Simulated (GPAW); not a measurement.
# Dielectric function and optical constants of ScPt3

Aim: the dielectric function of ScPt3, and the optical constants that follow from it.

Program: GPAW 26.7.0. Level of theory: DFT, LDA, plane-wave PAW (GPAW data sets), scalar-relativistic, RPA, optical limit. Results are calculated unless marked as measured.

## (1) The structure

It takes space group Pm-3m (No. 221, cubic). The conventional cell has a = 3.958 Å, b = 3.958 Å, c = 3.958 Å, α = 90.00°, β = 90.00°, γ = 90.00°. Nearest to Pt lie 8 Pt at 2.80 Å and 4 Sc at 2.80 Å. Sc has 12 Pt at 2.80 Å nearest. Farther neighbours are not listed.

## (2) Ground state

The self-consistent density comes first; it also tells whether there is a gap, which decides the occupations and the need for a Drude term.

This step: DFT, LDA, plane-wave PAW (GPAW data sets), scalar-relativistic, ground state (GPAW 26.7.0).

gs.py

```python
from ase import Atoms
from ase.dft.bandgap import bandgap
from gpaw import GPAW, PW, FermiDirac

atoms = Atoms(['Pt', 'Pt', 'Pt', 'Sc'],
              cell=[[3.95800000, 0.00000000, 0.00000000],
                    [0.00000000, 3.95800000, 0.00000000],
                    [0.00000000, 0.00000000, 3.95800000]],
              scaled_positions=[[0.50000000, 0.50000000, 0.00000000],
                                [0.50000000, 0.00000000, 0.50000000],
                                [0.00000000, 0.50000000, 0.50000000],
                                [0.00000000, 0.00000000, 0.00000000]],
              pbc=[True, True, True])
atoms.calc = GPAW(mode=PW(400), xc='LDA', kpts={'size': (6, 6, 6), 'gamma': True},
                  occupations=FermiDirac(0.05), maxiter=150, txt='gs.txt')
print('energy (eV)', atoms.get_potential_energy())
print('Fermi level (eV)', atoms.calc.get_fermi_level())
print('valence electrons', atoms.calc.get_number_of_electrons())
print('gap (eV)', bandgap(atoms.calc, output=None)[0])
print('direct gap (eV)', bandgap(atoms.calc, direct=True, output=None)[0])
atoms.calc.write('gs.gpw')
```

Launch:

```
> OMP_NUM_THREADS=1 python gs.py
```

Numbers of over 12 decimals in the logs are rounded to 6 here.

Output:

```text
__  _  _
 | _ |_)|_||  |
 |__||  | ||/\| - 26.7.0

Versions:
  Python: 3.12.14
  ASE:    3.29.0
  Numpy:  2.5.5
  Scipy:  1.18.1
  Libxc:  7.0.0

Input parameters:
  mode=PW(ecut=400.0),
  kpts=MonkhorstPack(size=(6, 6, 6), gamma=True),
  maxiter=150,
  occupations=Occupations(name='fermi-dirac', width=0.05, fixmagmom=False),
  xc=XC(name='LDA')

Diagonalizing LCAO Hamiltonian
Converting LCAO to pw mode
   .---------.
  /|         |
 * |         |
 | |         |
 |Pt         |
 | .--Pt-----.
 |/    Pt   /
 Sc--------*

Atoms  # Å, Bohr magnetons
|   | symbol |        x |        y |        z |    initial magnetic moments |
| 0 |     Pt | 1.979000 | 1.979000 | 0.000000 | ( 0.0000,  0.0000,  0.0000) |
| 1 |     Pt | 1.979000 | 0.000000 | 1.979000 | ( 0.0000,  0.0000,  0.0000) |
| 2 |     Pt | 0.000000 | 1.979000 | 1.979000 | ( 0.0000,  0.0000,  0.0000) |
| 3 |     Sc | 0.000000 | 0.000000 | 0.000000 | ( 0.0000,  0.0000,  0.0000) |

Unit cell  # Å
| periodic |        x |        y |        z |  lengths |    angles |
|      yes | 3.958000 | 0.000000 | 0.000000 | 3.958000 | 90.000000 |
|      yes | 0.000000 | 3.958000 | 0.000000 | 3.958000 | 90.000000 |
|      yes | 0.000000 | 0.000000 | 3.958000 | 3.958000 | 90.000000 |

Number of symmetries: 48
Symmetry operations  # r_c * U_cc + t_c -> r_c
|    | kind |            matrix            |
|  0 |  E   |  1, 0, 0,  0, 1, 0,  0, 0, 1 |
|  1 |  σ   |  1, 0, 0,  0, 1, 0,  0, 0,-1 |
|  2 |  σ   |  1, 0, 0,  0, 0, 1,  0, 1, 0 |
|  3 |  C4  |  1, 0, 0,  0, 0, 1,  0,-1, 0 |
|  4 |  C4  |  1, 0, 0,  0, 0,-1,  0, 1, 0 |
|  5 |  σ   |  1, 0, 0,  0, 0,-1,  0,-1, 0 |
|  6 |  σ   |  1, 0, 0,  0,-1, 0,  0, 0, 1 |
|  7 |  C2  |  1, 0, 0,  0,-1, 0,  0, 0,-1 |
|  8 |  σ   |  0, 1, 0,  1, 0, 0,  0, 0, 1 |
|  9 |  C2  |  0, 1, 0,  1, 0, 0,  0, 0,-1 |
| 10 |  C3  |  0, 1, 0,  0, 0, 1,  1, 0, 0 |
| 11 |  S6  |  0, 1, 0,  0, 0, 1, -1, 0, 0 |
| 12 |  S6  |  0, 1, 0,  0, 0,-1,  1, 0, 0 |
| 13 |  C3  |  0, 1, 0,  0, 0,-1, -1, 0, 0 |
| 14 |  C4  |  0, 1, 0, -1, 0, 0,  0, 0, 1 |
| 15 |  S4  |  0, 1, 0, -1, 0, 0,  0, 0,-1 |
| 16 |  C3  |  0, 0, 1,  1, 0, 0,  0, 1, 0 |
| 17 |  S6  |  0, 0, 1,  1, 0, 0,  0,-1, 0 |
| 18 |  σ   |  0, 0, 1,  0, 1, 0,  1, 0, 0 |
| 19 |  C4  |  0, 0, 1,  0, 1, 0, -1, 0, 0 |
| 20 |  C2  |  0, 0, 1,  0,-1, 0,  1, 0, 0 |
| 21 |  S4  |  0, 0, 1,  0,-1, 0, -1, 0, 0 |
| 22 |  S6  |  0, 0, 1, -1, 0, 0,  0, 1, 0 |
| 23 |  C3  |  0, 0, 1, -1, 0, 0,  0,-1, 0 |
| 24 |  S6  |  0, 0,-1,  1, 0, 0,  0, 1, 0 |
| 25 |  C3  |  0, 0,-1,  1, 0, 0,  0,-1, 0 |
| 26 |  C4  |  0, 0,-1,  0, 1, 0,  1, 0, 0 |
| 27 |  σ   |  0, 0,-1,  0, 1, 0, -1, 0, 0 |
| 28 |  S4  |  0, 0,-1,  0,-1, 0,  1, 0, 0 |
| 29 |  C2  |  0, 0,-1,  0,-1, 0, -1, 0, 0 |
| 30 |  C3  |  0, 0,-1, -1, 0, 0,  0, 1, 0 |
| 31 |  S6  |  0, 0,-1, -1, 0, 0,  0,-1, 0 |
| 32 |  C4  |  0,-1, 0,  1, 0, 0,  0, 0, 1 |
| 33 |  S4  |  0,-1, 0,  1, 0, 0,  0, 0,-1 |
| 34 |  S6  |  0,-1, 0,  0, 0, 1,  1, 0, 0 |
| 35 |  C3  |  0,-1, 0,  0, 0, 1, -1, 0, 0 |
| 36 |  C3  |  0,-1, 0,  0, 0,-1,  1, 0, 0 |
| 37 |  S6  |  0,-1, 0,  0, 0,-1, -1, 0, 0 |
| 38 |  σ   |  0,-1, 0, -1, 0, 0,  0, 0, 1 |
| 39 |  C2  |  0,-1, 0, -1, 0, 0,  0, 0,-1 |
| 40 |  σ   | -1, 0, 0,  0, 1, 0,  0, 0, 1 |
| 41 |  C2  | -1, 0, 0,  0, 1, 0,  0, 0,-1 |
| 42 |  C2  | -1, 0, 0,  0, 0, 1,  0, 1, 0 |
| 43 |  S4  | -1, 0, 0,  0, 0, 1,  0,-1, 0 |
| 44 |  S4  | -1, 0, 0,  0, 0,-1,  0, 1, 0 |
| 45 |  C2  | -1, 0, 0,  0, 0,-1,  0,-1, 0 |
| 46 |  C2  | -1, 0, 0,  0,-1, 0,  0, 0, 1 |
| 47 |  i   | -1, 0, 0,  0,-1, 0,  0, 0,-1 |

BZ-sampling:
  Number of BZ points: 216
  Number of IBZ points: 20

  Monkhorst-Pack size: [6, 6, 6]
  Monkhorst-Pack shift: [0.083333, 0.083333, 0.083333]

K-points  # in reciprocal-cell coordinates
|     |                                coordinates |     weight |
|   0 | (  0.00000000,   0.00000000,   0.00000000) | 0.00462963 |
|   1 | (  0.16666667,   0.00000000,   0.00000000) | 0.02777778 |
|   2 | (  0.16666667,   0.16666667,   0.00000000) | 0.05555556 |
|   3 | (  0.16666667,   0.16666667,   0.16666667) | 0.03703704 |
|   4 | (  0.33333333,   0.00000000,   0.00000000) | 0.02777778 |
|   5 | (  0.33333333,   0.16666667,   0.00000000) | 0.11111111 |
|   6 | (  0.33333333,   0.16666667,   0.16666667) | 0.11111111 |
|   7 | (  0.33333333,   0.33333333,   0.00000000) | 0.05555556 |
|   8 | (  0.33333333,   0.33333333,   0.16666667) | 0.11111111 |
|   9 | (  0.33333333,   0.33333333,   0.33333333) | 0.03703704 |
| ... |                                            |            |
|  19 | (  0.50000000,   0.50000000,   0.50000000) | 0.00462963 |

Plane wave coefficients: 1146
Cutoff: 400.0 eV

Spin-components: 1 (collinear spins)
Bands:           40
Projectors:      24
Spin-degeneracy: 2
Datatype:        complex128

Parallelization:
  kpt:    1
  domain: 1
  band:   1

Density:
  Valence electrons: 59.0
  Components: 1
  Grid points: [20 20 20]
  Charge: 0.0  # |e|

Potential:
  Grid points: [20 20 20]

species:
  Pt:
    name:    Platinum
    id:
    Z:       78.0
    valence: 16
    core:    62
    charge:  0.0  # [|e|]
    compensation charges:
      type: gauss
      rc: 0.41  # [Å]
      lmax: 2
    cutoffs:
      filter: 2.26  # [Å]
      core: 2.26  # [Å]
    projectors
    | kind |    occ | energy [eV] | rcut [Å] |
    |   6s |  1.000 |      -5.930 |    1.307 |
    |   5p |  6.000 |     -56.318 |    1.371 |
    |   6p |  0.000 |      -0.962 |    1.371 |
    |   5d |  9.000 |      -6.387 |    1.307 |
    |    s |        |      21.281 |    1.307 |
    |    d |        |      20.825 |    1.307 |

    Using partial waves for Pt as LCAO basis

  Sc:
    name:    Scandium
    id:
    Z:       21.0
    valence: 11
    core:    10
    charge:  0.0  # [|e|]
    compensation charges:
      type: gauss
      rc: 0.39  # [Å]
      lmax: 2
    cutoffs:
      filter: 2.14  # [Å]
      core: 1.08  # [Å]
    projectors
    | kind |    occ | energy [eV] | rcut [Å] |
    |   3s |  2.000 |     -54.706 |    1.228 |
    |   4s |  2.000 |      -4.292 |    1.228 |
    |   3p |  6.000 |     -33.568 |    1.281 |
    |   4p |  0.000 |      -1.520 |    1.281 |
    |   3d |  1.000 |      -3.425 |    1.196 |
    |    d |        |      23.786 |    1.196 |

    Using partial waves for Sc as LCAO basis

Reference energy: -1521031.874819  # eV

eigensolver:
  PPCG
  Converge bands: occupied
  niter=2

density mixing:
  MSR1-Mixer
  Pratt-step length: 0.05
  Maximum mixing coefficient: 0.75
  Old densities: 10
  SVD Regularization: 0.005
  Good broyden scale: 1.0
  Trust region scale: 1.0
  Backstep threshold: 4.0
  History deletion threshold: 6.0
  Fourier metric: weight=20.0, sigma=0.015

occupation numbers:
  Fermi-Dirac:
    width: 0.0500  # eV

poisson solver:
  ecut: 3200.0  # eV

xc functional:
  name: None

convergence criteria:
- Maximum [total energy] change in last 3 cyles: 0.0005 eV / valence electron
- Maximum integral of absolute [dens]ity change: 0.0001 electrons / valence electron
- Maximum integral of absolute [eigenst]ate change: 4e-08 eV^2 / valence electron
maximum number of iterations: 150

SCF iterations
|iter     |      energy | eigst |  dens |
|iter:   1||  -36.463570 | +0.37 |       |
|iter:   2||  -35.337875 | -1.36 | -1.03 |
|iter:   3||  -33.298361 | -0.97 | -1.12 |
|iter:   4||  -33.148286 | -1.97 | -1.72 |
|iter:   5||  -33.130978 | -3.17 | -2.25 |
|iter:   6||  -33.127685c| -3.38 | -2.66 |
|iter:   7||  -33.127819c| -4.65 | -3.53 |
|iter:   8||  -33.127861c| -5.03 | -3.65 |
|iter:   9||  -33.127863c| -6.03 | -4.67c|
|iter:  10||  -33.127864c| -6.84 | -5.11c|
|iter:  11||  -33.127864c| -7.63c| -5.61c|

Converged in 11 steps
SCF loop duration: 27.335 s (2.485 s/step)
Energy contributions relative to reference atoms: (reference = -1521031.874819)

Energy contributions:
  Kinetic:         -25.314589
  Coulomb:          18.288390
  Zero:             -1.469938
  External:          0.000000
  Xc:              -24.618172
  Entropy:          -0.027109
  Spinorbit:         0.000000
  ----------------------------
  Free energy:     -33.141418
  Extrapolated:    -33.127864

dipole moment: (-24.326746, -24.326746, -24.326746)  # |e|*Ang

Fermi level: 10.754
Eigenvalues  # (at kpt = [0.000, 0.000, 0.000])
| band index |      eig [eV] | occ [0-2] |
|          0 |       -41.977 |     2.000 |
|        ... |               |           |
|         17 |         5.068 |     2.000 |
|         18 |         5.068 |     2.000 |
|         19 |         5.068 |     2.000 |
|         20 |         8.070 |     2.000 |
|         21 |         8.070 |     2.000 |
|         22 |         8.070 |     2.000 |
|         23 |         9.795 |     2.000 |
|         24 |         9.795 |     2.000 |
|         25 |        10.794 |     0.617 |
|         26 |        11.290 |     0.000 |
|         27 |        11.290 |     0.000 |
|         28 |        11.290 |     0.000 |
|         29 |        13.296 |     0.000 |
|         30 |        13.296 |     0.000 |
|         31 |        13.296 |     0.000 |
|         32 |        14.158 |     0.000 |
|        ... |               |           |
|         39 |        23.657 |     0.000 |

No gap
No difference between direct/indirect transitions

--- standard output ---
energy (eV) -33.127864
Fermi level (eV) 10.754122
valence electrons 59.0
gap (eV) 0.0
direct gap (eV) 0.0
```

Run time: 33 s. Hardware: 1 thread of Arm Neoverse N1, shared host; peak memory 0.16 GiB.

Numbers from this step:

* energy: -33.13 eV
* Fermi energy: 10.75 eV
* electrons: 59

There are states at the Fermi level within the smearing, so the occupations stay smeared and the carriers get a Drude term.

## (3) Bands for the response

The response needs many more empty bands than the density does.

This step: DFT, LDA, plane-wave PAW (GPAW data sets), scalar-relativistic, bands at fixed density (GPAW 26.7.0).

nscf.py

```python
from ase.dft.bandgap import bandgap
from gpaw import GPAW, FermiDirac

calc = GPAW('gs.gpw').fixed_density(kpts={'size': (8, 8, 8), 'gamma': True}, nbands=56, convergence={'bands': 50},
                                    occupations=FermiDirac(0.05), txt='nscf.txt')
print('gap (eV)', bandgap(calc, output=None)[0])
print('direct gap (eV)', bandgap(calc, direct=True, output=None)[0])
calc.write('full.gpw', mode='all')
```

Launch:

```
> OMP_NUM_THREADS=1 python nscf.py
```

Output:

```text
Diagonalizing LCAO Hamiltonian
Converting LCAO to pw mode
convergence criteria:
- Maximum integral of absolute [eigenst]ate change: 4e-08 eV^2 / valence electron
maximum number of iterations: 150

SCF iterations
|iter     |      energy | eigst |  dens |
|iter:   1||             | +1.95 |       |
|iter:   2||             | +1.59 |       |
|iter:   3||             | +1.10 |       |
|iter:   4||             | +0.06 |       |
|iter:   5||             | -0.55 |       |
|iter:   6||             | -1.48 |       |
|iter:   7||             | -2.16 |       |
|iter:   8||             | -3.06 |       |
|iter:   9||             | -3.90 |       |
|iter:  10||             | -4.81 |       |
|iter:  11||             | -5.74 |       |
|iter:  12||             | -6.71 |       |
|iter:  13||             | -7.69c|       |
SCF steps: 13
  __  _  _
 | _ |_)|_||  |
 |__||  | ||/\| - 26.7.0

Versions:
  Python: 3.12.14
  ASE:    3.29.0
  Numpy:  2.5.5
  Scipy:  1.18.1
  Libxc:  7.0.0

Input parameters:
  mode=PW(ecut=400.0),
  convergence={'bands': 50},
  gpts=array([20, 20, 20]),
  kpts=MonkhorstPack(size=(8, 8, 8), gamma=True),
  maxiter=150,
  nbands=56,
  occupations=Occupations(name='fermi-dirac', width=0.05, fixmagmom=False),
  parallel={},
  xc=XC(name='LDA')

--- standard output ---
gap (eV) 0.0
direct gap (eV) 0.0
```

It took 79 s on 1 thread; peak memory 0.2 GiB.

[end of part 1 of 2]

[Machine, clock and banner lines and Python warnings are left out of the logs.]

[Logs are printed without paths, hosts, clocks, repeated set-up lines and the standing remarks that a program may print on its own settings, such as how far it seeks lower states.]

[Hosts, paths, dates, database ids (printed as entryN), source tags and the programs' standing remarks are cut or masked in the printed files.]
